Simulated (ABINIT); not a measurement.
# SrTiO3 (Tausonite): G0W0 with ABINIT, start to end, part 3 of 3

Aim: the G0W0 gap of SrTiO3 (Tausonite) on PBEsol, step by step.

ABINIT 10.8.3; PBEsol and many-body steps on it, plane waves. Known limits of the many-body steps: not at the basis limit; no spin-orbit coupling; coarse k mesh.

So far. Step 4 (Empty states on the mesh, 4×4×4 mesh, 155 bands): On this mesh the gap is 1.854 eV. Step 5 (Screening, 4×4×4 mesh, 147 bands, screening to 130.6 eV): Local fields lower ε∞ by 5 %. On a Γ-centred mesh this coarse the value itself is usually too large, while a short band sum pulls it down.

### 6. Self-energy, 4×4×4 mesh, 147 bands, screening to 130.6 eV

The self-energy is evaluated for the states that the input lists, and the levels follow from it, in one-shot runs by the linearised quasiparticle equation.

This step: G0W0 on PBEsol, plane waves, norm-conserving pseudopotentials.

Input file run.abi:

```
acell 3*1.0 Angstrom
rprim 
  3.905280000000 0.000000000000 0.000000000000
  0.000000000000 3.905280000000 0.000000000000
  0.000000000000 0.000000000000 3.905280000000
ntypat 3
znucl 38 22 8
natom 5
typat 1 2 3 3 3
xred 
  0.500000000000 0.500000000000 0.500000000000
  0.000000000000 0.000000000000 0.000000000000
  0.500000000000 0.000000000000 0.000000000000
  0.000000000000 0.500000000000 0.000000000000
  0.000000000000 0.000000000000 0.500000000000
pp_dirpath "pseudos"
pseudos "Sr.upf, Ti.upf, O.upf"
ecut 38
ngkpt 4 4 4
nshiftk 1
shiftk 0 0 0
kptopt 1
chksymbreak 0
istwfk *1
occopt 1
irdwfk 1
optdriver 4
nband 147
gwcalctyp 0
ecutsigx 38
symsigma 1
nkptgw 10
kptgw 
  0.0000000000 0.0000000000 0.0000000000
  0.2500000000 0.0000000000 0.0000000000
  0.5000000000 0.0000000000 0.0000000000
  0.2500000000 0.2500000000 0.0000000000
  0.5000000000 0.2500000000 0.0000000000
  0.5000000000 0.5000000000 0.0000000000
  0.2500000000 0.2500000000 0.2500000000
  0.5000000000 0.2500000000 0.2500000000
  0.5000000000 0.5000000000 0.2500000000
  0.5000000000 0.5000000000 0.5000000000
bdgw 
  12 31
  12 31
  12 31
  12 31
  12 31
  12 31
  12 31
  12 31
  12 31
  12 31
ecuteps 4.8
irdscr 1
ppmodel 1
indata_prefix "in"
outdata_prefix "out"
tmpdata_prefix "tmp"
```

The run is started by

```bash
$ OMP_NUM_THREADS=1 mpirun -n 4 abinit run.abi > log
```

Numbers of over 12 decimals in the logs are rounded to 6 here.

The log of the run:

```text
.Version 10.8.3 of ABINIT. v10.8.2 released Aug 2026.

 Symmetries : space group Pm -3 m (#221); Bravais cP (primitive cubic)
[... echo of the input left out ...]
== DATASET  1 ==================================================================
-   mpi_nproc: 4, omp_nthreads: 1 (-1 if OMP is not activated)

--- !DatasetInfo
iteration_state: {dtset: 1, }
dimensions: {natom: 5, nkpt: 10, mband: 147, nsppol: 1, nspinor: 1, nspden: 1, mpw: 4632, }
cutoff_energies: {ecut:  38.0, pawecutdg:  -1.0, }
electrons: {nelect:   4.00000000E+01, charge:   0.00000000E+00, occopt:   1.00000000E+00, tsmear:   1.00000000E-02, }

 SIGMA: Calculation of the GW corrections

 Based on a program developped by R.W. Godby, V. Olevano, G. Onida, and L. Reining.
 Incorporated in ABINIT by V. Olevano, G.-M. Rignanese, and M. Torrent.
.Using double precision arithmetic ; gwpc =  8

[... cell and pseudopotentials left out ...]
--------------------------------------------------------------------------------

 ==== K-mesh for the wavefunctions ====
 Number of points in the irreducible wedge :    10
[... list of points left out ...]
 Together with 48 symmetry operations and time-reversal symmetry
 yields    64 points in the full Brillouin Zone.

 ==== Q-mesh for screening function ====
 Number of points in the irreducible wedge :    10
[... list of points left out ...]
 Together with 48 symmetry operations and time-reversal symmetry
 yields    64 points in the full Brillouin Zone.

 vcoul_init : cutoff-mode = AUXILIARY_FUNCTION
 q-points for optical limit:   1
     1)      0.000010    0.000020    0.000030
 setmesh: FFT mesh size selected  =    45x   45x   45
          total number of points  =        91125

 Number of electrons calculated from density =   40.0000; Expected =   40.0000
 average of density, n =  0.099519
 r_s =    1.3387
 omega_plasma =   30.4305 [eV]

 === KS Band Gaps ===
  >>>> For spin  1
   Minimum direct gap =   2.2116 [eV], located at k-point      :   0.0000  0.0000  0.0000
   Fundamental gap    =   1.8536 [eV], Top of valence bands at :   0.5000  0.5000  0.5000
                                       Bottom of conduction at :   0.0000  0.0000  0.0000
 SIGMA fundamental parameters:
 PLASMON POLE MODEL  1
 number of plane-waves for SigmaX                 4457
 number of plane-waves for SigmaC and W            203
 number of plane-waves for wavefunctions          4457
 number of bands                                   147
 number of independent spin polarizations            1
 number of spinorial components                      1
 number of k-points in IBZ                          10
 number of q-points in IBZ                          10
 number of symmetry operations                      48
 number of k-points in BZ                           64
 number of q-points in BZ                           64
 number of frequencies for dSigma/dE                 9
 frequency step for dSigma/dE [eV]                0.25
 number of omega for Sigma on real axis              0
 max omega for Sigma on real axis  [eV]           0.00
 zcut for avoiding poles [eV]                     0.10

 EPSILON^-1 parameters (SCR file):
 dimension of the eps^-1 matrix on file            203
 dimension of the eps^-1 matrix used               203
 number of plane-waves for wavefunctions          4457
 number of bands                                   147
 number of q-points in IBZ                          10
 number of frequencies                               2
 number of real frequencies                          1
 number of imag frequencies                          1

 matrix elements of self-energy operator (all in [eV])

 Perturbative Calculation

--- !SelfEnergy_ee
iteration_state: {dtset: 1, }
kpoint     : [   0.000,    0.000,    0.000, ]
spin       : 1
KS_gap     :    2.212
QP_gap     :    3.903
Delta_QP_KS:    1.691
data: !SigmaeeData |
     Band     E0 <VxcDFT>   SigX SigC(E0)      Z dSigC/dE  Sig(E)    E-E0       E
       12   3.955 -18.301 -24.121   5.070   0.766  -0.305 -18.876  -0.575   3.380
       13   3.955 -18.301 -24.121   5.070   0.766  -0.305 -18.876  -0.575   3.380
       14   3.955 -18.301 -24.121   5.070   0.766  -0.305 -18.876  -0.575   3.380
       15   5.616 -18.786 -24.083   4.827   0.768  -0.302 -19.147  -0.361   5.255
       16   5.616 -18.786 -24.083   4.827   0.768  -0.302 -19.147  -0.361   5.255
       17   5.616 -18.786 -24.083   4.827   0.768  -0.302 -19.147  -0.361   5.255
       18   6.442 -20.313 -25.282   4.669   0.774  -0.292 -20.545  -0.232   6.210
       19   6.442 -20.313 -25.282   4.669   0.774  -0.292 -20.545  -0.232   6.210
       20   6.442 -20.313 -25.282   4.669   0.774  -0.292 -20.545  -0.232   6.210
       21   8.653 -18.765 -11.403  -5.504   0.785  -0.274 -17.306   1.459  10.112
[...]
--- !SelfEnergy_ee
iteration_state: {dtset: 1, }
kpoint     : [   0.250,    0.000,    0.000, ]
spin       : 1
KS_gap     :    2.541
QP_gap     :    4.279
Delta_QP_KS:    1.738
data: !SigmaeeData |
     Band     E0 <VxcDFT>   SigX SigC(E0)      Z dSigC/dE  Sig(E)    E-E0       E
[...]
--- !SelfEnergy_ee
iteration_state: {dtset: 1, }
kpoint     : [   0.500,    0.000,    0.000, ]
spin       : 1
KS_gap     :    2.766
QP_gap     :    4.561
Delta_QP_KS:    1.796
data: !SigmaeeData |
     Band     E0 <VxcDFT>   SigX SigC(E0)      Z dSigC/dE  Sig(E)    E-E0       E
[...]
--- !SelfEnergy_ee
iteration_state: {dtset: 1, }
kpoint     : [   0.250,    0.250,    0.000, ]
spin       : 1
KS_gap     :    3.640
QP_gap     :    5.467
Delta_QP_KS:    1.827
data: !SigmaeeData |
     Band     E0 <VxcDFT>   SigX SigC(E0)      Z dSigC/dE  Sig(E)    E-E0       E
[...]
--- !SelfEnergy_ee
iteration_state: {dtset: 1, }
kpoint     : [   0.500,    0.250,    0.000, ]
spin       : 1
KS_gap     :    3.655
QP_gap     :    5.504
Delta_QP_KS:    1.848
data: !SigmaeeData |
     Band     E0 <VxcDFT>   SigX SigC(E0)      Z dSigC/dE  Sig(E)    E-E0       E
[...]
--- !SelfEnergy_ee
iteration_state: {dtset: 1, }
kpoint     : [   0.500,    0.500,    0.000, ]
spin       : 1
KS_gap     :    3.926
QP_gap     :    5.792
Delta_QP_KS:    1.866
data: !SigmaeeData |
     Band     E0 <VxcDFT>   SigX SigC(E0)      Z dSigC/dE  Sig(E)    E-E0       E
[...]
--- !SelfEnergy_ee
iteration_state: {dtset: 1, }
kpoint     : [   0.250,    0.250,    0.250, ]
spin       : 1
KS_gap     :    4.005
QP_gap     :    5.875
Delta_QP_KS:    1.870
data: !SigmaeeData |
     Band     E0 <VxcDFT>   SigX SigC(E0)      Z dSigC/dE  Sig(E)    E-E0       E
[...]
--- !SelfEnergy_ee
iteration_state: {dtset: 1, }
kpoint     : [   0.500,    0.250,    0.250, ]
spin       : 1
KS_gap     :    4.042
QP_gap     :    5.904
Delta_QP_KS:    1.862
data: !SigmaeeData |
     Band     E0 <VxcDFT>   SigX SigC(E0)      Z dSigC/dE  Sig(E)    E-E0       E
[...]
--- !SelfEnergy_ee
iteration_state: {dtset: 1, }
kpoint     : [   0.500,    0.500,    0.250, ]
spin       : 1
KS_gap     :    4.168
QP_gap     :    6.043
Delta_QP_KS:    1.876
data: !SigmaeeData |
     Band     E0 <VxcDFT>   SigX SigC(E0)      Z dSigC/dE  Sig(E)    E-E0       E
[...]
--- !SelfEnergy_ee
iteration_state: {dtset: 1, }
kpoint     : [   0.500,    0.500,    0.500, ]
spin       : 1
KS_gap     :    4.525
QP_gap     :    6.432
Delta_QP_KS:    1.906
data: !SigmaeeData |
     Band     E0 <VxcDFT>   SigX SigC(E0)      Z dSigC/dE  Sig(E)    E-E0       E
[...]
27  15.286 -24.193 -15.239  -6.464   0.722  -0.386 -22.396   1.797  17.083
       28  15.286 -24.193 -15.239  -6.464   0.722  -0.386 -22.396   1.797  17.083
       29  16.546 -12.998  -6.382  -4.787   0.862  -0.160 -11.421   1.578  18.123
       30  16.546 -12.998  -6.382  -4.787   0.862  -0.160 -11.421   1.578  18.123
       31  16.837 -10.167  -4.391  -4.842   0.849  -0.178  -9.374   0.793  17.630

 New Fermi energy :        3.066595E-01 Ha ,    8.344629E+00 eV

 === QP Band Gaps ===
  >>>> For spin  1
   Minimum direct gap =   3.9026 [eV], located at k-point      :   0.0000  0.0000  0.0000
   Fundamental gap    =   3.5351 [eV], Top of valence bands at :   0.5000  0.5000  0.5000
                                       Bottom of conduction at :   0.0000  0.0000  0.0000

== END DATASET(S) ==============================================================
================================================================================

 -outvars: echo values of variables after computation  --------
           etotal      0.0000000000E+00
            nband         147
             nkpt          10
          spgroup         221
 [... the other variables as echoed above ...]

 Calculation completed.
```

Run time: 6.3 min. Hardware: 4 MPI ranks of Arm Neoverse V1, shared host; peak memory 2.1 GiB; 25 min of CPU time.

This step gave:

- G0W0 gap on the mesh: 3.535 eV
- starting gap on the mesh: 1.854 eV
- k of the valence top: 0.5, 0.5, 0.5
- k of the conduction bottom: 0, 0, 0
- Z at the valence top: 0.769
- Z at the conduction bottom: 0.785
- least direct G0W0 gap on the computed points: 3.902 eV

The gap on the mesh goes from 1.85 eV to 3.54 eV, a correction of +1.68 eV.

Limits: finite bands, cutoff and mesh; no spin-orbit coupling; coarse k mesh. v1 is the top filled band, c1 the lowest empty one. The levels before and after the correction (eV, zero at the valence-band top of each column):

|  | conduction bottom | valence top |
| --- | --- | --- |
| Kohn-Sham | 1.85 | 0.00 |
| G0W0 | 3.54 | 0.00 |

|  | level | energy (eV) |
| --- | --- | --- |
| Kohn-Sham | Γ v3-v1 | -0.358 |
| Kohn-Sham | Γ c1-c3 | 1.854 |
| Kohn-Sham | (0.5 0.5 0.5) v3-v1 | 0.000 |
| Kohn-Sham | (0.5 0.5 0.5) c1-c3 | 4.525 |
| G0W0 | Γ v3-v1 | -0.367 |
| G0W0 | Γ c1-c3 | 3.535 |
| G0W0 | (0.5 0.5 0.5) v3-v1 | 0.000 |
| G0W0 | (0.5 0.5 0.5) c1-c3 | 6.432 |

### 7. Where the time went

Times are wall times on 4 MPI ranks of Arm Neoverse V1, shared host, good to a factor of about two.

| step | time | share | memory (GiB) |
| --- | --- | --- | --- |
| ground state | 38 s | 5 % | 0.34 |
| bands along the symmetry lines | 41 s | 6 % | 0.37 |
| empty states on the mesh | 3.3 min | 27 % | 4.6 |
| screening | 90 s | 12 % | 1.2 |
| self-energy | 6.3 min | 51 % | 2.1 |

### 8. Outcome

| Item | Value |
| --- | --- |
| PBEsol gap | 1.85 eV, indirect |
| G0W0 gap on the mesh | 3.54 eV |
| GW settings | 4×4×4 mesh, 147 bands, screening to 130.6 eV, Godby-Needs plasmon pole |
| known limits | not at the basis limit; no spin-orbit coupling; coarse k mesh |

What this shows: G0W0 moves the gap on the mesh from 1.85 eV to 3.54 eV (+1.68 eV), with Z of 0.77 and 0.79 at the edges. Local fields lower the RPA ε∞ on this mesh from 6.94 to 6.57; a Γ-centred mesh this coarse tends to raise both, most where the direct gap is narrow, while a short band sum lowers them. The dearest step here is «self-energy». Against experiment, by G0W0@PBEsol: the direct gap of 3.90 eV lies +0.13 eV from the measured 3.77 eV (direct, 300 K, 2013). An exciton line or allowed optical edge lies below the quasiparticle gap by the binding energy; a forbidden edge can push the onset above it. The calculation has static nuclei and no excitons; a measured gap holds zero-point and thermal motion, which mostly lowers it. Bands and cutoff are finite, so the gap is not at the basis limit. The miss can reach some tenths of an eV and take either sign; the mesh is an error of its own. The 4×4×4 mesh is coarse for this cell, which bears on the long-range parts of exchange and screening. This is the ideal cubic cell; many perovskites, halides above all, are cubic only on average, and local tilts or off-centring can widen the gap. The many-body steps are scalar-relativistic: spin-orbit coupling is not in them.

[Paths, hosts, dates, memory and timing lines, banners, echoed tables and standing remarks are left out of the program output.]

[Logs are printed without paths, hosts, clocks, repeated set-up lines and the standing remarks that a program may print on its own settings, such as how far it seeks lower states.]

[Runs of the session that timed out or met a known fault of the program may be left out.]

[Hosts, paths, dates, database ids (printed as entryN), source tags and the programs' standing remarks are cut or masked in the printed files.]

[G0W0 gaps are taken among the corrected bands and points alone; a level outside them can change the order at an edge.]

[Where Ansatz stands beside ABINIT at settings called matched, ABINIT's density can come from a denser mesh and the files from another edition; pairs whose starting gaps differed by over 0.03 eV were left out, so agreement reads better than it is.]
